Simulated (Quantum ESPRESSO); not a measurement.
# Grüneisen parameters and expansion of Al (Fm-3m)

Wanted: mode Grüneisen parameters of Al and a free-energy fit over volumes.

Measurements to reproduce:
- volume expansion coefficient 69 1e-6/K and heat capacity C_P per formula unit 24.2 J/mol/K near room temperature (given in “High-Throughput Prediction of Finite-Temperature Properties using the Quasi-Harmonic Approximation”, 2016, arXiv:1603.06924)

Calculated with Quantum ESPRESSO 7.5; DFT LDA, scalar-relativistic, plane waves, GBRV ultrasoft pseudopotentials.

## Step 1: The structure

The structure is cubic, space group Fm-3m (No. 225). Conventional cell: a = 4.050 Å, b = 4.050 Å, c = 4.050 Å, α = 90.00°, β = 90.00°, γ = 90.00°. Nearest to Al lie 12 Al at 2.86 Å.

Structure file:

```cif
data_structure
_symmetry_space_group_name_H-M 'P 1'
_symmetry_Int_Tables_number 1
_cell_length_a 2.8635
_cell_length_b 2.8635
_cell_length_c 2.8635
_cell_angle_alpha 60.000
_cell_angle_beta 60.000
_cell_angle_gamma 60.000
_cell_volume 16.60
loop_
_atom_site_label
_atom_site_type_symbol
_atom_site_fract_x
_atom_site_fract_y
_atom_site_fract_z
_atom_site_occupancy
Al1 Al 0.00000 0.00000 0.00000 1
```

## Step 2: A first coarse run

A cheap single point shows whether the cell is a metal or an insulator and how far it is from rest; that sets the k-mesh and the occupations of what follows.

Contents of probe.in:

```
&CONTROL
  calculation = 'scf'
  prefix      = 'x'
  outdir      = './tmp'
  pseudo_dir  = './pseudo'
  tprnfor     = .true.
  tstress     = .true.
  verbosity   = 'high'
/
&SYSTEM
  ibrav       = 0
  nat         = 1
  ntyp        = 1
  ecutwfc     = 40.0
  ecutrho     = 240.0
  occupations = 'smearing'
  smearing    = 'gaussian'
  degauss     = 0.01
/
&ELECTRONS
  conv_thr         = 1.0d-07
  mixing_beta      = 0.7
  electron_maxstep = 100
/
ATOMIC_SPECIES
 Al     26.9815  Al.upf
CELL_PARAMETERS angstrom
     0.000000000    2.024805000    2.024805000
     2.024805000    0.000000000    2.024805000
     2.024805000    2.024805000    0.000000000
ATOMIC_POSITIONS crystal
 Al     0.000000000   0.000000000   0.000000000
K_POINTS automatic
 8 8 8 0 0 0
```

The run is started by

```sh
OMP_NUM_THREADS=1 mpirun -n 8 pw.x -nk 8 -in probe.in > probe.out
```

The program printed:

```text
Program PWSCF v.7.5

     This program is part of the open-source Quantum ESPRESSO suite
     for quantum simulation of materials; please cite
         "P. Giannozzi et al., J. Phys.:Condens. Matter 21 395502 (2009);
         "P. Giannozzi et al., J. Phys.:Condens. Matter 29 465901 (2017);
         "P. Giannozzi et al., J. Chem. Phys. 152 154105 (2020);
     in publications or presentations arising from this work. More details at

     Message from routine setup:
     using ibrav=0 with symmetry is DISCOURAGED, use correct ibrav instead

     G-vector sticks info
     --------------------
     sticks:   dense  smooth     PW     G-vecs:    dense   smooth      PW
     Sum         499     313    109                 7119     3839     749

     Using Slab Decomposition

     bravais-lattice index     =            0
     lattice parameter (alat)  =       5.4112  a.u.
     unit-cell volume          =     112.0408 (a.u.)^3
     number of atoms/cell      =            1
     number of atomic types    =            1
     number of electrons       =         3.00
     number of Kohn-Sham states=            6
     kinetic-energy cutoff     =      40.0000  Ry
     charge density cutoff     =     240.0000  Ry
     scf convergence threshold =      1.0E-07
     mixing beta               =       0.7000
     number of iterations used =            8  plain     mixing
     Exchange-correlation= SLA  PZ   NOGX NOGC
                           (   1   1   0   0   0   0   0)

     celldm(1)=   5.411243  celldm(2)=   0.000000  celldm(3)=   0.000000
     celldm(4)=   0.000000  celldm(5)=   0.000000  celldm(6)=   0.000000

     crystal axes: (cart. coord. in units of alat)
               a(1) = (   0.000000   0.707107   0.707107 )
               a(2) = (   0.707107   0.000000   0.707107 )
               a(3) = (   0.707107   0.707107   0.000000 )

     reciprocal axes: (cart. coord. in units 2 pi/alat)
               b(1) = ( -0.707107  0.707107  0.707107 )
               b(2) = (  0.707107 -0.707107  0.707107 )
               b(3) = (  0.707107  0.707107 -0.707107 )

     PseudoPot. # 1 for Al read from file:
     ./pseudo/Al.upf
     Pseudo is Ultrasoft + core correction, Zval =  3.0
     Using radial grid of  893 points,  3 beta functions with:
                l(1) =   0
                l(2) =   1
                l(3) =   2
     Q(r) pseudized with  8 coefficients,  rinner =    0.900   0.900   0.900
                                                       0.900   0.900

     atomic species   valence    mass     pseudopotential
     Al                3.00    26.98150     Al( 1.00)

     48 Sym. Ops., with inversion, found

                                    s                        frac. trans.

      isym =  1     identity

 cryst.   s( 1) = (     1          0          0      )
                  (     0          1          0      )
                  (     0          0          1      )

 cart.    s( 1) = (  1.0000000 -0.0000000  0.0000000 )
                  ( -0.0000000  1.0000000  0.0000000 )
                  ( -0.0000000  0.0000000  1.0000000 )

      isym =  2     180 deg rotation - cart. axis [0,0,1]

 cryst.   s( 2) = (     0          1         -1      )
                  (     1          0         -1      )
                  (     0          0         -1      )

 cart.    s( 2) = ( -1.0000000  0.0000000  0.0000000 )
                  (  0.0000000 -1.0000000  0.0000000 )
                  (  0.0000000 -0.0000000  1.0000000 )

      isym =  3     180 deg rotation - cart. axis [0,1,0]

 cryst.   s( 3) = (     0         -1          1      )
                  (     0         -1          0      )
                  (     1         -1          0      )

 cart.    s( 3) = ( -1.0000000 -0.0000000 -0.0000000 )
                  (  0.0000000  1.0000000 -0.0000000 )
                  (  0.0000000  0.0000000 -1.0000000 )

      isym =  4     180 deg rotation - cart. axis [1,0,0]

 cryst.   s( 4) = (    -1          0          0      )
                  (    -1          0          1      )
                  (    -1          1          0      )

 cart.    s( 4) = (  1.0000000  0.0000000 -0.0000000 )
                  ( -0.0000000 -1.0000000 -0.0000000 )
                  ( -0.0000000 -0.0000000 -1.0000000 )

      isym =  5     180 deg rotation - cart. axis [1,1,0]

 cryst.   s( 5) = (    -1          0          1      )
[...]
cart.    s( 5) = ( -0.0000000  1.0000000 -0.0000000 )
[...]
isym =  6     180 deg rotation - cart. axis [1,-1,0]

 cryst.   s( 6) = (     0         -1          0      )
[...]
cart.    s( 6) = (  0.0000000 -1.0000000 -0.0000000 )
[...]
isym =  7      90 deg rotation - cart. axis [0,0,-1]

 cryst.   s( 7) = (     0          1          0      )
[...]
cart.    s( 7) = (  0.0000000  1.0000000  0.0000000 )
[...]
isym =  8      90 deg rotation - cart. axis [0,0,1]

 cryst.   s( 8) = (     1          0         -1      )
[...]
cart.    s( 8) = ( -0.0000000 -1.0000000  0.0000000 )
[...]
isym =  9     180 deg rotation - cart. axis [1,0,1]

 cryst.   s( 9) = (    -1          1          0      )
[...]
cart.    s( 9) = (  0.0000000  0.0000000  1.0000000 )
[...]
isym = 10     180 deg rotation - cart. axis [-1,0,1]

 cryst.   s(10) = (     0          0         -1      )
[...]
cart.    s(10) = ( -0.0000000  0.0000000 -1.0000000 )
[...]
isym = 11      90 deg rotation - cart. axis [0,1,0]

 cryst.   s(11) = (     0          0          1      )
[...]
cart.    s(11) = ( -0.0000000 -0.0000000  1.0000000 )
[...]
isym = 12      90 deg rotation - cart. axis [0,-1,0]

 cryst.   s(12) = (     1         -1          0      )
[...]
cart.    s(12) = (  0.0000000 -0.0000000 -1.0000000 )
[...]
isym = 13     180 deg rotation - cart. axis [0,1,1]

 cryst.   s(13) = (     1          0          0      )
[...]
cart.    s(13) = ( -1.0000000  0.0000000 -0.0000000 )
[...]
isym = 14     180 deg rotation - cart. axis [0,1,-1]

 cryst.   s(14) = (    -1          0          0      )
[...]
cart.    s(14) = ( -1.0000000 -0.0000000  0.0000000 )
[...]
isym = 15      90 deg rotation - cart. axis [-1,0,0]

 cryst.   s(15) = (     0         -1          1      )
[...]
k = 0.2652 0.2652-0.2652 (   477 PWs)   bands (ev):

     0.2898   6.7614  18.2357  18.2357  20.1799  20.1799

     occupation numbers
     1.0000   1.0000   0.0000   0.0000   0.0000   0.0000

          k =-0.3536-0.3536 0.3536 (   476 PWs)   bands (ev):

     3.0736   3.2379  18.6745  18.6745  19.0454  22.4183

     occupation numbers
     1.0000   1.0000   0.0000   0.0000   0.0000   0.0000

          k = 0.1768 0.0000 0.0000 (   495 PWs)   bands (ev):

    -2.9073  17.3731  17.3732  17.7895  20.1099  22.1188

     occupation numbers
     1.0000   0.0000   0.0000   0.0000   0.0000   0.0000

          k = 0.2652 0.0884-0.0884 (   484 PWs)   bands (ev):

    -1.9276  12.8850  16.3189  17.8768  19.0185  21.4653

     occupation numbers
     1.0000   0.0000   0.0000   0.0000   0.0000   0.0000

          k = 0.3536 0.1768-0.1768 (   471 PWs)   bands (ev):

    -0.1240   8.4536  15.9726  16.7252  17.6725  23.5561

     occupation numbers
     1.0000   0.0000   0.0000   0.0000   0.0000   0.0000

          k =-0.2652-0.4419 0.4419 (   473 PWs)   bands (ev):

[...]
occupation numbers
[...]
k =-0.1768-0.3536 0.3536 (   477 PWs)   bands (ev):

[...]
occupation numbers
[...]
k =-0.0884-0.2652 0.2652 (   485 PWs)   bands (ev):

[...]
occupation numbers
[...]
k = 0.0000-0.1768 0.1768 (   489 PWs)   bands (ev):

[...]
occupation numbers
[...]
k = 0.3536 0.0000 0.0000 (   480 PWs)   bands (ev):

[...]
occupation numbers
[...]
k = 0.4419 0.0884-0.0884 (   478 PWs)   bands (ev):

[...]
occupation numbers
[...]
k =-0.1768-0.5303 0.5303 (   477 PWs)   bands (ev):

[...]
occupation numbers
[...]
k =-0.0884-0.4419 0.4419 (   479 PWs)   bands (ev):

[...]
occupation numbers
[...]
k = 0.0000-0.3536 0.3536 (   481 PWs)   bands (ev):

[...]
k = 0.5303-0.0000 0.0000 (   472 PWs)   bands (ev):

[...]
k =-0.0884-0.6187 0.6187 (   474 PWs)   bands (ev):

[...]
k = 0.0000-0.5303 0.5303 (   478 PWs)   bands (ev):

[...]
k =-0.7071 0.0000 0.0000 (   468 PWs)   bands (ev):

[...]
k = 0.3536 0.1768 0.0000 (   482 PWs)   bands (ev):

[...]
occupation numbers
[...]
k =-0.2652-0.4419 0.6187 (   481 PWs)   bands (ev):

[...]
occupation numbers
[...]
k =-0.1768-0.3536 0.5303 (   476 PWs)   bands (ev):

[...]
occupation numbers
[...]
k =-0.1768-0.5303 0.7071 (   471 PWs)   bands (ev):

[...]
occupation numbers
[...]
k =-0.0884-0.4419 0.6187 (   478 PWs)   bands (ev):

[...]
occupation numbers
[...]
k = 0.0000-0.3536 0.5303 (   481 PWs)   bands (ev):

[...]
occupation numbers
     1.0000   0.9998   0.0000   0.0000   0.0000   0.0000

          k =-0.7071 0.1768-0.0000 (   478 PWs)   bands (ev):

     5.2417   6.5584   9.4068  10.7889  17.6759  19.5104

     occupation numbers
     1.0000   1.0000   0.0000   0.0000   0.0000   0.0000

          k =-0.7071 0.3536 0.0000 (   488 PWs)   bands (ev):

     6.8054   6.8054   7.8644   8.5450  23.2516  23.2516

     occupation numbers
     1.0000   1.0000   0.0172   0.0000   0.0000   0.0000

     the Fermi energy is     7.6608 ev

!    total energy              =      -6.64331652 Ry
     estimated scf accuracy    <       0.00000001 Ry
     smearing contrib. (-TS)   =      -0.00030866 Ry
     internal energy E=F+TS    =      -6.64300785 Ry

     The total energy is F=E-TS. E is the sum of the following terms:
     one-electron contribution =       2.96517986 Ry
     hartree contribution      =       0.00882748 Ry
     xc contribution           =      -4.22493035 Ry
     ewald contribution        =      -5.39208485 Ry

     convergence has been achieved in   4 iterations

     Forces acting on atoms (cartesian axes, Ry/au):

     atom    1 type  1   force =     0.00000000    0.00000000    0.00000000
     The non-local contrib.  to forces
     atom    1 type  1   force =     0.00000000    0.00000000    0.00000000
     The ionic contribution  to forces
     atom    1 type  1   force =    -0.00000000   -0.00000000   -0.00000000
     The local contribution  to forces
     atom    1 type  1   force =     0.00000000    0.00000000   -0.00000000
     The core correction contribution to forces
     atom    1 type  1   force =     0.00000000    0.00000000    0.00000000
     The Hubbard contrib.    to forces
     atom    1 type  1   force =     0.00000000    0.00000000    0.00000000
     The SCF correction term to forces
     atom    1 type  1   force =     0.00000000   -0.00000000   -0.00000000

     Total force =     0.000000     Total SCF correction =     0.000000

     Computing stress (Cartesian axis) and pressure

          total   stress  (Ry/bohr**3)                   (kbar)     P=      -37.60
  -0.00025557  -0.00000000  -0.00000000          -37.60       -0.00       -0.00
  -0.00000000  -0.00025557   0.00000000           -0.00      -37.60        0.00
  -0.00000000  -0.00000000  -0.00025557           -0.00       -0.00      -37.60

     kinetic stress (kbar)   1531.33      0.00      0.00
                                0.00   1531.33      0.00
                                0.00      0.00   1531.33

     local   stress (kbar)    312.21      0.00      0.00
                                0.00    312.21     -0.00
                                0.00     -0.00    312.21

     nonloc. stress (kbar)   1337.18     -0.00     -0.00
                               -0.00   1337.18     -0.00
                               -0.00     -0.00   1337.18

     hartree stress (kbar)      3.86     -0.00      0.00
                               -0.00      3.86      0.00
                                0.00      0.00      3.86

     exc-cor stress (kbar)   2563.43      0.00      0.00
                                0.00   2563.43      0.00
                                0.00      0.00   2563.43

     corecor stress (kbar)  -3425.74      0.00     -0.00
                                0.00  -3425.74      0.00
                               -0.00      0.00  -3425.74

     ewald   stress (kbar)  -2359.86      0.00      0.00
                                0.00  -2359.86      0.00
                                0.00      0.00  -2359.86

     hubbard stress (kbar)      0.00      0.00      0.00
                                0.00      0.00      0.00
                                0.00      0.00      0.00

     DFT-D   stress (kbar)      0.00      0.00      0.00
[...]
XDM     stress (kbar)      0.00      0.00      0.00
[...]
dft-nl  stress (kbar)      0.00      0.00      0.00
                                0.00      0.00      0.00
                                0.00      0.00      0.00

     TS-vdW  stress (kbar)      0.00      0.00      0.00
                                0.00      0.00      0.00
                                0.00      0.00      0.00

     MDB     stress (kbar)      0.00      0.00      0.00
                                0.00      0.00      0.00
                                0.00      0.00      0.00

     3D-RISM stress (kbar)      0.00      0.00      0.00
                                0.00      0.00      0.00
                                0.00      0.00      0.00

     Writing all to output data dir ./tmp/x.save/ :
     XML data file, charge density, pseudopotentials, collected wavefunctions

   JOB DONE.
```

Wall time 1.4 s (8 MPI ranks of Intel Xeon Platinum 8488C (Sapphire Rapids), shared host); 9.9 s of CPU time.

Numbers from this step:

| Property | Result |
| --- | --- |
| volume per atom | 16.60 Å³ |
| pressure | -3.760 GPa |
| gap on the k-mesh | 0 eV |

The start is under -3.8 GPa at this level and looks like a metal on this mesh.

(Part 1 of 7 ends here.)

[Logs are printed without paths, hosts, clocks, repeated set-up lines and the standing remarks that a program may print on its own settings, such as how far it seeks lower states.]

[Hosts, paths, dates, database ids (printed as entryN), source tags and the programs' standing remarks are cut or masked in the printed files.]

[A step with changed settings may run another functional than the one named; its input shows which.]

[Of the runs on displaced cells, only some may be shown.]
